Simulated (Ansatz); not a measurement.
# CsBiSe3 (model cell, started as cubic perovskite with Bi in the octahedra): a soft mode frozen in, part 3 of 3

Wanted: the energy along a soft mode of CsBiSe3 (model cell, started as cubic perovskite with Bi in the octahedra) and the structure at the end.

Ansatz 0.2.0; DFT PBE, scalar-relativistic, plane waves, PAW; PAW set soft_1.

So far. Step 5 (Energy along the mode, all amplitudes (two of the runs …): The lowest of the steps tried is at 0.32 Å, 14.9 meV/atom below the parent; the bottom of the well need not coincide with a step. Step 7 (The new phase in its own primitive cell): The largest force component left is 0.20 meV/Å and the pressure is 0.000 GPa, within the tolerances set. The cell now holds 35.54 Å³/atom. The relaxed cell has a = 5.545, c = 11.559 Å (conventional setting).

The structure was built from a prototype and need not be the compound's stable phase.

## (8) Modes of the new phase, k-mesh 6×6×4

A relaxed structure may still be a saddle point, so its zone-centre modes are computed. No field response is asked, since the mesh shows no gap.

input.yaml

```yaml
crystal:
  lattice:
    - [5.5447941738, 0.0, 0.0]
    - [0.0, 5.5447941738, 0.0]
    - [0.0, 0.0, 11.5588673706]
  atoms:
    - { symbol: Cs, position: [0.0, 0.0, 0.0] }
    - { symbol: Cs, position: [0.0, 0.0, 0.5] }
    - { symbol: Bi, position: [0.5, 0.5, 0.2386183004] }
    - { symbol: Bi, position: [0.5, 0.5, 0.7613816996] }
    - { symbol: Se, position: [0.5, 0.5, 0.0] }
    - { symbol: Se, position: [0.5, 0.5, 0.5] }
    - { symbol: Se, position: [0.5, 0.0, 0.2938980983] }
    - { symbol: Se, position: [0.5, 0.0, 0.7061019017] }
    - { symbol: Se, position: [0.0, 0.5, 0.2938980983] }
    - { symbol: Se, position: [0.0, 0.5, 0.7061019017] }
kpoints:
  mp_grid: { grid: [6, 6, 4] }
hamiltonian:
  xc: pbe
  pseudopotentials: { kind: paw, azcp: { folder: soft_1 } }
scf:
  occupations: { method: methfessel_paxton, width: 0.2 }
output:
  eigenvalues: true
phonons:
  method: dfpt
```

Launch:

```
$ ansatz run input.yaml --threads 4 --pin off --max-ram 16384MiB --backend cpu --events-out ev --progress --plain --runs-dir out
```

Numbers of over 12 decimals in the logs are rounded to 6 here.

The program printed:

```text
zone centre: on kpoints.mp_grid the ground state, and the responses unless they are solved on pairs of k-points, stand on 48 of the mesh's 144 k-points, reduced under 4 symmetry operations, with k and −k counted as one. Each operation leaves every solved displacement unchanged or reverses it
[...]
Crystal: 10 atoms, lattice volume = 355.374 Å³
Basis set: ecut = 420 eV, 6979 PW (Γ), exchange–correlation on 80×80×160 points (8 copies of the dense FFT grid, shifted against one another)
Bands: 87, of which v1, the nominal top of the filled ones, is band 72 counted from 1 (71 counted from 0)
Symmetry: 16 space group operations
k-points: 48 of 144 (irreducible under 4 space group operations, time reversal used)
[...]
SCF iter   1: F=—  HF=-68961.342953 eV  |F-HF|=—  |Δ(HF+E_count)|=         —  Δρ=3.18e-2  dr2=1.16e1  ethr=3.10e-3  ⟨swp⟩=7.4  Hψ=17080  notcnv=0
[...]
SCF iter  14: F=-68957.908449 eV  HF=-68957.908449 eV  |F-HF|=0.00e0  |Δ(HF+E_count)|=  1.46e-11  S|Δr|=    0.00e0  Δρ=1.28e-8  dr2=1.43e-12  ethr=1.00e-12  ⟨swp⟩=4.4  Hψ=18414  notcnv=0
SCF 1 converged in 14 iterations: F = -68957.908449 eV  dr2 = 1.43e-12
[...]
DFPT response loops at Γ: preconditioner auto → Kerker (q_TF=auto, 2.347 Å⁻¹) (partly filled bands, converged f_vac=0.103); β = 1.00, the filter's whole step (`scf.mixing.beta` (0.50) is not read by the response loops under this deck's `scf.mixing.preconditioner`; to damp them name `kerker` or `kerker_dos`, under which they read `scf.mixing.beta`, and type it under 1.00, their step now; both keys bind the ground state too); Broyden in place of MSR1
SCF converged after 14 iterations
[...]
Free energy (F): -68957.908449 eV
[...]
Internal energy: -68957.908344 eV  (E = F + TS)
E sigma→0 (E₀):  -68957.908423 eV
Entropy (-TS):   -0.000105 eV (-0.011 meV/atom)
Fermi energy:    5.331909 eV
[...]
--- Band table (eV; the first three rows and the last of 48) ---
  k-point 0: bands = [... 68 lower, 4.8249, 4.8337, 4.8337, 5.1347, 5.1347, 5.6846, 6.8584, 9.2079, ... 11 higher]
  k-point 1: bands = [... 68 lower, 4.7701, 4.8710, 4.8710, 5.1006, 5.1006, 5.4719, 7.6156, 9.3808, ... 11 higher]
  k-point 2: bands = [... 68 lower, 4.7450, 4.8983, 4.8983, 5.0617, 5.0617, 5.3580, 8.5058, 9.6597, ... 11 higher]
  k-point 47: bands = [... 68 lower, 4.9080, 4.9080, 5.5747, 5.6784, 5.7376, 6.1356, 7.1615, 7.1615, ... 11 higher]
--- Phonons (Γ-DFPT): 13 representative perturbations + reference, on 48 of 144 k-points (Σ response iterations 48) ---
  k mesh reduced under 4 symmetry operations, with k and −k counted as one. Each operation leaves every solved displacement unchanged or reverses it
  ASR residual: 1.810e-4 → 0.000e0 eV/Å²; symmetrization residual: 4.793e-5 eV/Å²
  ASR residual per site (eV/Å²): 4.57e-5 1.71e-4 7.44e-5 7.44e-5 8.06e-5 1.81e-4 1.68e-4 1.68e-4 1.68e-4 1.68e-4
  Γ frequencies (cm⁻¹): -63.71 -42.29 -42.29 -29.39 -29.39 -19.78 -19.78 0.00 0.00 0.00 10.04 26.80 26.80 34.42 34.42 42.31 43.59 43.59 47.82 62.36 68.08 75.97 75.97 80.39 80.39 83.93 96.72 96.72 105.13 160.36
  non-analytic LO–TO correction: not included (Born effective charges unavailable; polar crystals: no LO–TO splitting at Γ)
```

Elapsed: 15 min, on 4 threads of Arm Neoverse V1, shared host; peak memory 4.8 GiB; 58 min of CPU time.

Numbers from this step:

- sum-rule residual before enforcement: 1.81e-4 eV/Å²
- point group: 4/mmm
- highest optical mode at the zone centre (no LO-TO term): 160.4 cm⁻¹
- lowest optical zone-centre mode: -63.71 cm⁻¹

Patterns of degenerate modes are one choice out of their space. Modes at Γ, with each element's share of the kinetic energy (negative means imaginary):

| mode | frequency (cm⁻¹) | symmetry | Cs % | Bi % | Se % |
| --- | --- | --- | --- | --- | --- |
| 1 | -63.7 | A2u | 2 | 8 | 91 |
| 2 | -42.3 | Eu | 12 | 23 | 65 |
| 3 | -42.3 | Eu | 12 | 23 | 65 |
| 4 | -29.4 | Eg | 0 | 60 | 40 |
| 5 | -29.4 | Eg | 0 | 60 | 40 |
| 6 | -19.8 | Eu | 12 | 21 | 67 |
| 7 | -19.8 | Eu | 12 | 21 | 67 |
| 8 | 0.0 | acoustic | 23 | 36 | 41 |
| 9 | 0.0 | acoustic | 23 | 36 | 41 |
| 10 | 0.0 | acoustic | 23 | 36 | 41 |
| 11 | 10.0 | A2u | 85 | 0 | 15 |
| 12 | 26.8 | Eu | 22 | 0 | 78 |
| 13 | 26.8 | Eu | 22 | 0 | 78 |
| 14 | 34.4 | Eg | 0 | 3 | 97 |
| 15 | 34.4 | Eg | 0 | 3 | 97 |
| 16 | 42.3 | A2u | 28 | 49 | 23 |
| 17 | 43.6 | Eu | 58 | 1 | 40 |
| 18 | 43.6 | Eu | 58 | 1 | 40 |
| 19 | 47.8 | B2u | 0 | 0 | 100 |
| 20 | 62.4 | B1g | 0 | 0 | 100 |
| 21 | 68.1 | A1g | 0 | 9 | 91 |
| 22 | 76.0 | Eu | 72 | 0 | 28 |
| 23 | 76.0 | Eu | 72 | 0 | 28 |
| 24 | 80.4 | Eg | 0 | 38 | 62 |
| 25 | 80.4 | Eg | 0 | 38 | 62 |
| 26 | 83.9 | A2u | 63 | 2 | 36 |
| 27 | 96.7 | Eu | 1 | 18 | 81 |
| 28 | 96.7 | Eu | 1 | 18 | 81 |
| 29 | 105.1 | A1g | 0 | 91 | 9 |
| 30 | 160.4 | A2u | 0 | 5 | 95 |

Displacements in mode 1 (-63.7 cm⁻¹), the largest set to 1:
```
Cs1  0.00  0.00  0.09
Cs2  0.00  0.00 -0.06
Bi3  0.00  0.00 -0.13
Bi4  0.00  0.00 -0.13
Se5  0.00  0.00  0.19
Se6  0.00  0.00  1.00
Se7  0.00  0.00 -0.13
Se8  0.00  0.00 -0.13
Se9  0.00  0.00 -0.13
Se10 0.00  0.00 -0.13
```

Displacements in mode 30 (160.4 cm⁻¹), the largest set to 1:
```
Cs1  0.00  0.00 -0.01
Cs2  0.00  0.00  0.00
Bi3  0.00  0.00 -0.11
Bi4  0.00  0.00 -0.11
Se5  0.00  0.00  1.00
Se6  0.00  0.00 -0.28
Se7  0.00  0.00 -0.04
Se8  0.00  0.00 -0.04
Se9  0.00  0.00 -0.04
Se10 0.00  0.00 -0.04
```

Before it was imposed, the acoustic sum rule was missed by 1.8e-4 eV/Å². Small misses are needed for a sound result but don't prove that mesh and cutoff are converged. The lowest optical mode is imaginary, 63.7i cm⁻¹, so the energy falls along it.

## (9) The phases reached

The phases reached along the modes that were followed are set side by side.

Energies are those of the first relaxation, on the mesh of the frozen mode; space group, volume and gap are those of the last relaxation. Phases, by row:

| mode frozen in | space group | energy from parent (meV/atom) | volume (Å³/atom) | gap on mesh (eV) | lowest zone-centre optical mode (cm⁻¹) | largest shift (Å) |
| --- | --- | --- | --- | --- | --- | --- |
| parent | Pm-3m | 0 | 35.99 | 0 | – | – |
| q = (0, -0.5, -0.5), 59i cm⁻¹ | Pmma | -102.8 | 33.41 | 0 | -103.5 | 1.52 |
| q = (0, -0.5, -0.5), 59i cm⁻¹ | Cmmm | -77.23 | 33.78 | 0 | -133.2 | 1.45 |
| q = (0, -0.5, -0.5), 59i cm⁻¹ | Pmma | -102.7 | 33.4 | 0 | -103.5 | 1.52 |
| q = (0, 0, -0.5), 56i cm⁻¹ | P4/mmm | -23.3 | 35.54 | 0 | -63.7 | 0.508 |

## (10) Summary of results

```yaml
unstable_mode_of_the_parent: q = (0, 0, -0.5), 56i cm⁻¹
depth_at_the_lowest_point_sampled: 14.9 meV/atom
largest_atomic_shift_at_that_point: 0.32 Å
space_group_reached_within_0p01_a: P4/mmm
energy_gained_over_the_parent_first_relaxation_on_the_mesh_of_the_frozen_mode: 23.3 meV/atom
volume_per_atom_phase_reached: 35.5 Å³
lowest_optical_zone_centre_mode_phase_reached: -63.7 cm⁻¹
highest_optical_mode_at_the_zone_centre_no_lo_to_term_phase_reached: 160 cm⁻¹
```

What this shows: Along this mode the structure falls into P4/mmm, 23.3 meV/atom below the parent. At the parent's cell the well is 14.88 meV/atom deep on the steps tried, with its lowest point at a shift of 0.32 Å. Relaxing atoms and cell changes the gain by +8.42 meV/atom against the lowest step (energies at zero smearing). The new phase still has an imaginary mode at the zone centre of its cell, so it is a saddle point on the way to a lower structure. Of the 4 patterns followed to their end from this parent, this one ends 79.5 meV/atom above the lowest, Pmma. Each path keeps the symmetry of its pattern, so a lower phase may lie along a pattern not tried. With no gap, or one that is small against the smearing, the frequencies hang on the k mesh and the smearing, most of all near Kohn anomalies. Spin-orbit coupling is left out, which can matter for the heavy elements here. The starting cell was built on a prototype and not taken from a measurement, so the phase need not exist.

[Logs are printed without paths, hosts, clocks, repeated set-up lines and the standing remarks that a program may print on its own settings, such as how far it seeks lower states.]

[Hosts, paths, dates, database ids (printed as entryN), source tags and the programs' standing remarks are cut or masked in the printed files.]
